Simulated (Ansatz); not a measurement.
**TiIn2 (built on the sites of a database entry of HfB2): a soft mode frozen in**

Aim: this structure of TiIn2 (built on the sites of a database entry of HfB2) is to be tested for unstable modes, and one is followed downhill.

Method: DFT PBEsol, scalar-relativistic, plane waves, PAW, in Ansatz 0.2.0.

Most raw output is cut from this account.

The structure was built from a prototype and need not be the compound's stable phase.

## Step 1: Set-up

Symmetry: P6/mmm, No. 191, hexagonal system. The conventional cell has a = 4.861 Å, b = 4.861 Å, c = 2.964 Å, α = 90.00°, β = 90.00°, γ = 120.00°. Nearest to Ti lie 2 Ti at 2.96 Å and 12 In at 3.17 Å. Nearest to In lie 5 In at 2.81 to 2.96 Å and 6 Ti at 3.17 Å. Farther neighbours are not listed.

## Step 2: Response at finite wavevector

The cell comes from relaxations at this level that are not shown. Stability and thermal properties need the whole zone. Linear response on a 2×2×4 q mesh gives force constants as far as a supercell of that size would.

input.yaml

```yaml
crystal:
  lattice:
    - [4.8611268095, 0.0, 0.0]
    - [-2.4305634048, 4.2098593081, 0.0]
    - [0.0, 0.0, 2.9644665336]
  atoms:
    - { symbol: Ti, position: [0.0, 0.0, 0.0] }
    - { symbol: In, position: [0.3333333333, 0.6666666667, 0.5] }
    - { symbol: In, position: [0.6666666667, 0.3333333333, 0.5] }
kpoints:
  mp_grid: { grid: [10, 10, 12] }
hamiltonian:
  xc: pbesol
scf:
  occupations: { method: methfessel_paxton, width: 0.15 }
output:
  eigenvalues: true
phonons:
  method: dfpt
  qmesh: [2, 2, 4]
  temperatures: { t_max: 1000, t_step: 50 }
  qpath:
    path:
      - [[0.0, 0.0, 0.0], [0.5, 0.0, 0.0], [0.33333333, 0.33333333, 0.0], [0.0, 0.0, 0.0], [0.0, 0.0, 0.5], [0.5, 0.0, 0.5], [0.33333333, 0.33333333, 0.5], [0.0, 0.0, 0.5]]
      - [[0.5, 0.0, 0.5], [0.5, 0.0, 0.0]]
      - [[0.33333333, 0.33333333, 0.5], [0.33333333, 0.33333333, 0.0]]
    npoints: 10
```

Launch:

```sh
> ansatz run input.yaml --threads 8 --pin off --max-ram 14336MiB --backend cpu --events-out ev --progress --plain --runs-dir out
```

The job ended after 8.4 min (8 threads of Arm Neoverse N1, shared host; peak memory 1.8 GiB; 38 min of CPU time).

This step gave:

| Property | Result |
| --- | --- |
| volume per atom | 20.22 Å³ |
| gap on the k-mesh | 0 eV |
| sum-rule residual before enforcement | 3.13e-5 eV/Å² |
| lowest frequency on the path | -121.8 cm⁻¹ |
| point group | 6/mmm |
| highest frequency on the path or at a solved wavevector | 190.9 cm⁻¹ |
| highest optical mode at the zone centre (no LO-TO term) | 161 cm⁻¹ |
| lowest optical zone-centre mode | 30.83 cm⁻¹ |
| lowest mode on the q mesh (acoustic modes at Γ apart) | -121.8 cm⁻¹ |

Frequencies (cm⁻¹) solved at each irreducible wavevector; negative means imaginary. Frequencies by wavevector, by row:

```
q in reciprocal lattice units  star  mode 1  mode 2  mode 3  mode 4  mode 5  mode 6  mode 7  mode 8  mode 9
                        0 0 0     1       0       0       0    30.8   120.5   120.5   134.9     161     161
                     0 0 0.25     2    52.2    52.2    96.5     109     124     124   161.5   161.5   171.4
                     0 0 -0.5     1    61.5    61.5   133.2     139   149.8   149.8   160.2   162.2   162.2
                     0 -0.5 0     3  -121.8   -33.2      42    49.9    66.4   118.6   144.1   147.4   180.3
                  0 -0.5 0.25     6   -77.8    10.5    76.6    92.7   103.5     142   149.3   165.1   177.2
                  0 -0.5 -0.5     3    33.7    98.2     107   111.5   123.3   142.4   163.7   168.1   190.9
```

Interpolated from a 2×2×4 q mesh. Phonon branches along the path, in cm⁻¹:

```
    point  branch 1  branch 2  branch 3  branch 4  branch 5  branch 6  branch 7  branch 8  branch 9
        Γ         0         0         0        31       120       120       135       161       161
  halfway       -71        36        39        60        65        96       140       162       173
        M      -122       -33        42        50        66       119       144       147       180
  halfway      -110       -44        43        44        49       121       144       148       177
        K       -76       -76       -48        47        47       136       136       150       173
  halfway       -79        38        42        48        74        86       142       160       174
        Γ         0         0         0        31       120       120       135       161       161
  halfway        52        52        96       109       124       124       162       162       171
        A        62        62       133       139       150       150       160       162       162
  halfway        49        76       122       132       138       138       160       165       181
        L        34        98       107       112       123       142       164       168       191
  halfway        27       105       106       107       125       148       154       178       185
        H        20       102       102       125       125       129       172       172       182
  halfway        44        82       120       121       138       146       154       170       182
        A        62        62       133       139       150       150       160       162       162
jump to L        34        98       107       112       123       142       164       168       191
  halfway       -78        10        77        93       104       142       149       165       177
        M      -122       -33        42        50        66       119       144       147       180
jump to H        20       102       102       125       125       129       172       172       182
  halfway       -27       -21       -21       109       109       143       143       150       179
        K       -76       -76       -48        47        47       136       136       150       173
```

Symmetry leaves 6 wavevectors to solve. The lowest mode among them, the acoustic zeros apart, lies at q = (0, -0.5, 0) and is imaginary, 121.8i cm⁻¹, so the energy falls along it.

## Step 3: The mode frozen in, largest atomic shift 0 Å

The mode followed lies at q = (0, -0.5, 0) with frequency 121.8i cm⁻¹, the softest among the wavevectors solved. At small amplitude the distorted cell has space group no. 51 by a symmetry search on the positions. The undistorted cell that holds it gives the zero of energy on the same k mesh.

System of this step: TiIn2 (built on the sites of a database entry of HfB2). The structure is hexagonal, space group P6/mmm (No. 191). Conventional cell: a = 4.861 Å, b = 4.861 Å, c = 2.964 Å, α = 90.00°, β = 90.00°, γ = 120.00°. Nearest to Ti lie 2 Ti at 2.96 Å and 12 In at 3.17 Å. Nearest to In lie 5 In at 2.81 to 2.96 Å and 6 Ti at 3.17 Å. Farther neighbours are not listed.

input.yaml

```yaml
crystal:
  lattice:
    - [0.0, 0.0, 2.9644665336]
    - [4.8611268095, 0.0, 0.0]
    - [0.0, 8.4197186161, 0.0]
  atoms:
    - { symbol: Ti, position: [0.0, 0.5, 0.5] }
    - { symbol: Ti, position: [0.0, 0.0, 0.0] }
    - { symbol: In, position: [0.5, 0.0, 0.3333333333] }
    - { symbol: In, position: [0.5, 0.5, 0.8333333333] }
    - { symbol: In, position: [0.5, 0.5, 0.1666666667] }
    - { symbol: In, position: [0.5, 1.0, 0.6666666667] }
kpoints:
  mp_grid: { grid: [10, 6, 4] }
hamiltonian:
  xc: pbesol
scf:
  occupations: { method: methfessel_paxton, width: 0.15 }
output:
  forces: true
  stress: true
  eigenvalues: true
```

Elapsed: 12 s, on 8 threads; peak memory 0.76 GiB.

This step gave:

| Item | Value |
| --- | --- |
| pressure | -0.04564 GPa |
| energy from the undistorted cell | 0 meV/atom |

The run ends at a pressure of -0.05 GPa, with forces up to 0.010 eV/Å.

## Step 4: The mode frozen in, largest atomic shift 0.22 Å

The atoms are moved along the unstable eigenvector, the largest shift by 0.22 Å, with the cell fixed.

input.yaml, the sections that differ from step 3:

```yaml
crystal:
  lattice:
    - [0.0, 0.0, 2.9644665336]
    - [4.8611268095, 0.0, 0.0]
    - [0.0, 8.4197186161, 0.0]
  atoms:
    - { symbol: Ti, position: [0.0, 0.5452569967, 0.5] }
    - { symbol: Ti, position: [0.0, -0.0452569967, 0.0] }
    - { symbol: In, position: [0.5, 0.0064324569, 0.3333333333] }
    - { symbol: In, position: [0.5, 0.4935675431, 0.8333333333] }
    - { symbol: In, position: [0.5, 0.4935675431, 0.1666666667] }
    - { symbol: In, position: [0.5, 1.0064324569, 0.6666666667] }
# kpoints, hamiltonian, scf, output: as in step 3
```

It took 9 s on 8 threads; peak memory 0.76 GiB.

Numbers from this step:

* pressure: 0.3368 GPa
* energy from the undistorted cell: -9.534 meV/atom

The energy, extrapolated to zero smearing, is -9.53 meV/atom against the undistorted cell.

The run ends at a pressure of 0.34 GPa, with forces up to 0.100 eV/Å.

## Step 5: Energy along the mode, all amplitudes (two of the runs are shown above)

An imaginary frequency means negative curvature, so the energy should fall and then rise again as anharmonic terms take over.

This step gave:

```
depth at the lowest point sampled  : 9.534 meV/atom
largest atomic shift at that point : 0.22 Å
```

Table of energy from the parent by largest atomic shift:

```
largest atomic shift (Å)  energy from the parent (meV/atom)
                   0.000                                  0
                   0.040                             -0.759
                   0.080                              -2.77
                   0.140                              -6.58
                   0.220                              -9.53
                   0.320                              -5.39
                   0.450                               18.9
```

Displacement at unit largest shift by atom:

```
atom  x (Å)  y (Å)  z (Å)  size
 Ti1   1.00   0.00   0.00  1.00
 Ti2  -1.00   0.00   0.00  1.00
 In3   0.14   0.00   0.00  0.14
 In4  -0.14   0.00   0.00  0.14
 In5  -0.14   0.00   0.00  0.14
 In6   0.14   0.00   0.00  0.14
```

The lowest of the steps tried is at 0.22 Å, 9.53 meV/atom below the parent; the bottom of the well need not coincide with a step.

## Step 6: Relaxing from the distorted cell

Starting from the lowest point found, all atoms and the cell are let go, so that strain and other modes of the same symmetry can join in.

input.yaml: that of step 4 with these lines changed.

```diff
@@ -22 +22,6 @@
   eigenvalues: true
+relax:
+  adjacent_minimum: "off"
+  f_tol: 0.002
+  max_steps: 120
+  cell: { stress_tol: 0.03 }
```

Elapsed: 2.8 min, on 8 threads; peak memory 0.85 GiB.

Relaxation path:

```
step  energy less that of the first step (eV)  largest force component (eV/Å)  pressure (GPa)  volume (Å³)
   1                                   0.0000                          0.0892            0.34       121.33
   2                                  -0.0290                          0.1231           -0.50       122.44
   3                                  -0.0336                          0.8425           -1.44       125.08
   4                                  -0.0781                          0.3912           -1.00       123.61
   5                                  -0.1393                          0.1455           -1.08       123.88
   6                                  -0.1716                          0.2403           -0.59       124.43
   7                                  -0.1945                          0.1005           -0.16       124.89
   8                                  -0.1993                          0.0633            0.08       125.77
   9                                  -0.2006                          0.0038            0.04       125.75
  10                                  -0.2006                          0.0016           -0.02       125.82
  11                                  -0.2007                          0.0001            0.00       125.79
 12*                                  -0.2053                          0.0006            0.07       125.79
  13                                  -0.2057                          0.0068            0.03       126.13
  14                                  -0.2037                          0.0987           -0.10       126.63
  15                                  -0.2058                          0.0005            0.01       126.31
 16*                                  -0.2059                          0.0005            0.00       126.31
```

Relaxation steps marked * repeat the geometry before them on a plane-wave basis chosen anew for their cell, so energy and pressure can jump there. Relaxation step 14 was tried and not accepted.

Forces are held to the 8 operations that the run works with; a distortion that breaks them can't arise in this run.

```
     cell as run  before  after   change
           a (Å)   2.964  3.017   +1.8 %
           b (Å)   4.861  5.443  +12.0 %
           c (Å)   8.420  7.693   -8.6 %
volume (Å³/atom)   20.22  21.05   +4.1 %
```

The atoms that moved most (Å, as changes of fractional coordinates times the final cell):

```
atom      dx      dy     dz  length
 Ti1   0.354   0.000  0.000   0.354
 Ti2  -0.354   0.000  0.000   0.354
 In3   0.020  -0.135  0.000   0.137
 In5  -0.020   0.135  0.000   0.137
 In6   0.020   0.135  0.000   0.137
 In4  -0.020  -0.135  0.000   0.137
```

Final coordinates:

```cif
data_structure
_symmetry_space_group_name_H-M 'P 1'
_symmetry_Int_Tables_number 1
_cell_length_a 3.0168
_cell_length_b 5.4426
_cell_length_c 7.6929
_cell_angle_alpha 90.000
_cell_angle_beta 90.000
_cell_angle_gamma 90.000
_cell_volume 126.31
loop_
_atom_site_label
_atom_site_type_symbol
_atom_site_fract_x
_atom_site_fract_y
_atom_site_fract_z
_atom_site_occupancy
Ti1 Ti 0.00000 0.61028 0.50000 1
Ti2 Ti 0.00000 0.88972 0.00000 1
In3 In 0.50000 0.01013 0.31576 1
In4 In 0.50000 0.48987 0.81576 1
In5 In 0.50000 0.48987 0.18424 1
In6 In 0.50000 0.01013 0.68424 1
```

Numbers from this step:

* pressure: 0.003951 GPa
* volume per atom: 21.05 Å³

The distorted start has space group Pmma; the relaxation ends in Pmma.

## Step 7: The new phase in its own primitive cell

The relaxed structure is symmetrised, reduced to its primitive cell and relaxed tightly, as its phonons need.

input.yaml

```yaml
crystal:
  lattice:
    - [7.6929386565, 0.0, 0.0]
    - [0.0, 3.0168257492, 0.0]
    - [0.0, 0.0, 5.4426432095]
  atoms:
    - { symbol: Ti, position: [0.25, 0.0, 0.360275038] }
    - { symbol: Ti, position: [0.75, 0.0, 0.639724962] }
    - { symbol: In, position: [0.0657557781, 0.5, 0.7601308726] }
    - { symbol: In, position: [0.5657557781, 0.5, 0.2398691274] }
    - { symbol: In, position: [0.9342442219, 0.5, 0.2398691274] }
    - { symbol: In, position: [0.4342442219, 0.5, 0.7601308726] }
kpoints:
  mp_grid: { grid: [4, 10, 6] }
hamiltonian:
  xc: pbesol
scf:
  occupations: { method: methfessel_paxton, width: 0.15 }
output:
  forces: true
  stress: true
  eigenvalues: true
relax:
  adjacent_minimum: "off"
  f_tol: 0.001
  max_steps: 60
  cell: { stress_tol: 0.01 }
```

Elapsed: 38 s, on 8 threads; peak memory 0.83 GiB; 3.7 min of CPU time.

Little changed from the start: no atom moved by 0.005 Å and no cell edge by 0.1 %.

This step gave:

```
pressure        : -6.46e-4 GPa
volume per atom : 21.06 Å³
```

The largest force component left is 0.90 meV/Å and the pressure is -0.001 GPa, within the tolerances set. The cell now holds 21.06 Å³/atom.

## Step 8: Modes of the new phase, k-mesh 4×10×6

A relaxed structure may still be a saddle point, so its zone-centre modes are computed. No field response is asked, since the mesh shows no gap.

input.yaml

```yaml
crystal:
  lattice:
    - [7.6917392077, 0.0, 0.0]
    - [0.0, 3.0169216575, 0.0]
    - [0.0, 0.0, 5.4447732732]
  atoms:
    - { symbol: Ti, position: [0.25, 0.0, 0.3605391261] }
    - { symbol: Ti, position: [0.75, 0.0, 0.6394608739] }
    - { symbol: In, position: [0.0656968543, 0.5, 0.7601183918] }
    - { symbol: In, position: [0.5656968543, 0.5, 0.2398816082] }
    - { symbol: In, position: [0.9343031457, 0.5, 0.2398816082] }
    - { symbol: In, position: [0.4343031457, 0.5, 0.7601183918] }
kpoints:
  mp_grid: { grid: [4, 10, 6] }
hamiltonian:
  xc: pbesol
scf:
  occupations: { method: methfessel_paxton, width: 0.15 }
output:
  eigenvalues: true
phonons:
  method: dfpt
```

Run time: 2.2 min. Hardware: 8 threads; peak memory 2.2 GiB.

Numbers from this step:

- sum-rule residual before enforcement: 2.42e-5 eV/Å²
- point group: mmm
- highest optical mode at the zone centre (no LO-TO term): 218.1 cm⁻¹
- lowest optical zone-centre mode: 42.48 cm⁻¹

Patterns of degenerate modes are one choice out of their space. The modes at Γ (shares of kinetic energy by element, %):

```
mode  frequency (cm⁻¹)  symmetry  Ti %  In %
   1               0.0  acoustic    17    83
   2               0.0  acoustic    17    83
   3               0.0  acoustic    17    83
   4              42.5       B3u     0   100
   5              52.7       B3g     2    98
   6              55.0       B1g     0   100
   7              60.4       B2g    13    87
   8              64.2        Au     0   100
   9             113.8        Ag    71    29
  10             133.2       B1u    78    22
  11             154.1        Ag     5    95
  12             157.6       B2u    83    17
  13             165.4       B2g     6    94
  14             167.0       B3g    98     2
  15             169.9       B1u     5    95
  16             203.7        Ag    24    76
  17             214.1       B3u    83    17
  18             218.1       B2g    81    19
```

Displacements in mode 4 (42.5 cm⁻¹), the largest set to 1:
```
Ti1 -0.04  0.00  0.00
Ti2 -0.04  0.00  0.00
In3  0.01  0.00  1.00
In4  0.01  0.00 -1.00
In5  0.01  0.00  1.00
In6  0.01  0.00 -1.00
```

Displacements in mode 6 (55.0 cm⁻¹), the largest set to 1:
```
Ti1  0.00  0.00  0.00
Ti2  0.00  0.00  0.00
In3  0.00 -1.00  0.00
In4  0.00 -1.00  0.00
In5  0.00  1.00  0.00
In6  0.00  1.00  0.00
```

Before it was imposed, the acoustic sum rule was missed by 2.4e-5 eV/Å². Small misses are needed for a sound result but don't prove that mesh and cutoff are converged. The lowest optical mode is real, 42.5 cm⁻¹.

## Step 9: Outcome

```
unstable mode of the parent                                                      : q = (0, -0.5, 0), 122i cm⁻¹
depth at the lowest point sampled                                                : 9.53 meV/atom
largest atomic shift at that point                                               : 0.22 Å
space group reached (within 0.01 Å)                                              : Pmma
energy gained over the parent (first relaxation, on the mesh of the frozen mode) : 43.5 meV/atom
volume per atom, phase reached                                                   : 21.1 Å³
lowest optical zone-centre mode, phase reached                                   : 42.5 cm⁻¹
highest optical mode at the zone centre (no LO-TO term), phase reached           : 218 cm⁻¹
```

What this shows: Along this mode the structure falls into Pmma, 43.5 meV/atom below the parent. At the parent's cell the well is 9.534 meV/atom deep on the steps tried, with its lowest point at a shift of 0.22 Å. Relaxing atoms and cell changes the gain by +33.98 meV/atom against the lowest step (energies at zero smearing). Most of the total comes from this relaxation. The new phase has no imaginary mode at the zone centre of its cell; other wavevectors were not checked. Of the 2 patterns followed to their end from this parent, this one reaches the lowest energy. Each path keeps the symmetry of its pattern, so a lower phase may lie along a pattern not tried. With no gap, or one that is small against the smearing, the frequencies hang on the k mesh and the smearing, most of all near Kohn anomalies. The starting cell was built on a prototype and not taken from a measurement, so the phase need not exist.

[Logs are printed without paths, hosts, clocks, repeated set-up lines and the standing remarks that a program may print on its own settings, such as how far it seeks lower states.]

[Hosts, paths, dates, database ids (printed as entryN), source tags and the programs' standing remarks are cut or masked in the printed files.]
